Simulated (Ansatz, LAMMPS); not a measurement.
# Ga2O3 with crystalline order left by the classical run (95 atoms): where an added charge goes: runs compared

Aim: add and remove one electron in Ga2O3 with crystalline order left by the classical run (95 atoms), with atoms held and relaxed, and read trapping energy and localisation.

Computed with Ansatz 0.2.0: Kohn-Sham DFT, PBE, PAW (set soft_2), plane waves.

## 1. The cell as built

The cell holds 95 atoms: 38 Ga and 57 O. Cell: a = 9.848 Å, b = 9.848 Å, c = 9.848 Å, α = 90.0°, β = 90.0°, γ = 90.0°. 95 atoms (38 Fe, 57 O) placed at random at 5.32 g/cm³, melted at 5000 K for 10 ps at fixed volume with the Morse and Coulomb pair potential with partial charges (Pedone, Malavasi, Menziani, Cormack and Segre, J. Phys. Chem. B 110, 11780 (2006)). Quenched from 5000 K to 300 K at 50 K/ps and fixed volume, held 5 ps, then minimised at fixed cell. Then Fe was replaced by Ga and the cell scaled by 1.003 (the potential has no terms for the new elements, so the cell is a start for a DFT relaxation).

What the set-up can't give: The quench rate of 50 K/ps is orders of magnitude faster than experiment, which tends to freeze in extra defects. The network of bonds at the start is that of the classical potential that made the cell, and needn't be the one that DFT or experiment would give. Sampling is at Γ alone, for a cell whose shortest periodic width is 10 Å.

## 2. The reference run

The reference is a single point at the end of the relaxation.

The charged cells start from the geometry of this run, on a uniform background, with spin and a narrow Fermi–Dirac smearing.

Its input, with most atom lines left out:

```yaml
crystal:
  lattice:
    - [9.84786, 0.0, 0.0]
    - [0.0, 9.84786, 0.0]
    - [0.0, 0.0, 9.84786]
  atoms:
    - { symbol: Ga, position: [0.97086, 0.46243, 0.28609] }
    - { symbol: Ga, position: [0.61292, 0.67748, 0.72036] }
    - { symbol: Ga, position: [0.04947, 0.03026, 0.95782] }
    - { symbol: Ga, position: [0.25214, 0.23457, 0.76556] }
    - { symbol: Ga, position: [0.51102, 0.21163, 0.07552] }
    - { symbol: Ga, position: [0.71061, 0.3989, 0.92002] }
    - { symbol: Ga, position: [0.0343, 0.08867, 0.27299] }
    [... atom lines 8 to 95 left out ...]
kpoints:
  mp_grid: { grid: [1, 1, 1] }
hamiltonian:
  xc: pbe
scf:
  occupations: { method: fixed }
output:
  forces: true
  stress: true
  populations: true
  dos:
    method: { smearing: { sigma: 0.15 } }
    de: 0.1
    projected: { site_lists: { Ga: [Ga], O: [O] } }
  eigenvalues: true
  write_density: true
  write_potential: true
  volumetric_format: npy
```

| Property | Result |
| --- | --- |
| free energy per atom | -1853.8060 eV/atom |
| r.m.s. force component | 0.00744 eV/Å |
| pressure | 6.905 GPa |

Filled and empty levels are parted by 1.38 eV (at Γ alone); a semilocal functional tends to put such gaps too low. In a disordered cell it changes from sample to sample, and tail or defect levels can set it.

## 3. The runs

Each row is one run, on 4 threads of Intel Xeon Gold 6455B (Sapphire Rapids), shared host. The free energy is the program's total, comparable only between runs with the same functional, potentials and atoms; between charge states it hangs on the program's zero of potential.

| run | atoms | outcome | ionic steps, all passes | free energy (eV) | time | host memory (GiB) |
| --- | --- | --- | --- | --- | --- | --- |
| Single point at the start | 95 | converged | - | -176105.907 | 7.2 s | 1.6 |
| Relaxation | 95 | converged | 11 | -176111.566 | 63 s | 1.6 |
| Single point at the relaxed geometry | 95 | converged | - | -176111.566 | 10 s | 1.7 |
| An extra electron, atoms held | 95 | converged | - | -176100.947 | 32 s | 2.7 |
| An extra electron, atoms relaxed | 95 | converged | 3 | -176100.961 | 48 s | 2.7 |
| An extra electron, levels at the relaxed geometry | 95 | converged | - | -176100.961 | 35 s | 2.8 |
| Neutral at the geometry of the electron | 95 | converged | - | -176111.554 | 9.5 s | 1.7 |
| An extra hole, atoms held | 95 | converged | - | -176120.711 | 34 s | 2.7 |
| An extra hole, atoms relaxed | 95 | converged | 7 | -176120.842 | 1.7 min | 2.7 |
| An extra hole, levels at the relaxed geometry | 95 | converged | - | -176120.842 | 32 s | 2.7 |
| Neutral at the geometry of the hole | 95 | converged | - | -176111.271 | 9.7 s | 1.7 |

The surroundings of O91, which holds the most spin of the extra hole after relaxation, nearest first, numbered as they follow in the input and with coordinates relative to it.

| atom | x | y | z | distance (Å) | Löwdin charge (e) | moment (μB) |
| --- | --- | --- | --- | --- | --- | --- |
| O91 | 0.00 | 0.00 | 0.00 | 0.00 | -0.53 | 0.21 |
| Ga35 | 0.05 | 1.85 | 0.49 | 1.92 | 1.04 | 0.00 |
| Ga27 | 1.35 | -0.93 | 1.04 | 1.94 | 1.03 | 0.00 |
| Ga2 | -0.86 | -0.72 | -1.60 | 1.95 | 1.03 | 0.00 |
| O80 | -0.20 | 0.77 | 2.41 | 2.54 | -0.59 | 0.13 |
| O52 | 2.40 | -0.66 | -0.52 | 2.55 | -0.61 | 0.06 |
| O58 | -2.50 | 0.52 | 0.19 | 2.56 | -0.57 | 0.18 |
| O55 | -0.98 | -2.00 | 1.52 | 2.70 | -0.62 | 0.01 |
| O59 | 0.24 | -2.38 | -1.25 | 2.70 | -0.63 | 0.00 |
| O70 | 0.62 | 0.02 | -2.70 | 2.77 | -0.62 | 0.02 |
| O86 | 1.87 | 1.88 | 0.89 | 2.79 | -0.64 | 0.01 |
| Ga37 | -1.93 | -0.26 | 2.05 | 2.83 | 1.01 | 0.00 |
| O40 | -0.17 | 2.62 | -1.21 | 2.89 | -0.63 | 0.00 |

## 4. Energies and spread of the extra charge

Energies are differences within one cell and functional; the shift is the gain plus the neutral cell's energy at the new geometry, that is how much cheaper the vertical process becomes there. The spread is the participation number of the site moments (1/Σw², over the spin inside atomic spheres), with the atom that holds the largest share and the spin that the spheres hold in all.

| carrier | charged less neutral, atoms held (eV) | gain on relaxing (eV) | neutral cell at that geometry, less the reference (eV) | shift of the vertical energy (eV) | spread, atoms held | spread, relaxed |
| --- | --- | --- | --- | --- | --- | --- |
| electron | 10.620 | 0.014 | 0.012 | 0.026 | 82; Ga22 3 % of 0.26 μB | 80; Ga22 4 % of 0.28 μB |
| hole | -9.145 | 0.131 | 0.296 | 0.426 | 24; O58 9 % of 0.93 μB | 8; O91 23 % of 0.94 μB |

## 5. Findings

The extra electron gains 0.014 eV as the atoms relax, and its spin stays on about 80 atoms: it stays spread out at this level. The cell with the electron ends on a moment of 0.66 μB, short of the 1 μB of one unpaired electron, so the spin density holds only part of the carrier. With the atoms held, the spheres hold only 0.26 of the 0.63 μB, so the spread is read from a small part of the spin. The extra hole gains 0.13 eV as the atoms relax, and its spin goes from about 24 to 8 atoms: a partial localisation as the atoms move, with the largest share on O91. The O91–O52 distance goes from 2.64 to 2.55 Å. Adding the two vertical energies gives 1.47 eV, against a gap of 1.38 eV in the neutral cell. The zero of the potential cancels in this sum; the excess isn't taken apart here: charging of a small cell, filling of bands on a coarse mesh and the attraction to the background can all enter.

**Limits.** Single energies of charged cells hang on the program's zero of potential. In the spin-polarised runs the search for a state of lower energy was switched off. No distortion was seeded, so a trapped state behind a barrier can't be found. Local and semilocal functionals favour spread-out charges, so trapping can be missed. The pressure of 6.9 GPa says that the cell would expand at this level of theory. Charged cells carry a uniform background, with no correction for images.

The DFT runs together took 6.4 min of wall time.

[Logs are printed without paths, hosts, clocks, repeated set-up lines and the standing remarks that a program may print on its own settings, such as how far it seeks lower states.]

[Hosts, paths, dates, database ids (printed as entryN), source tags and the programs' standing remarks are cut or masked in the printed files.]
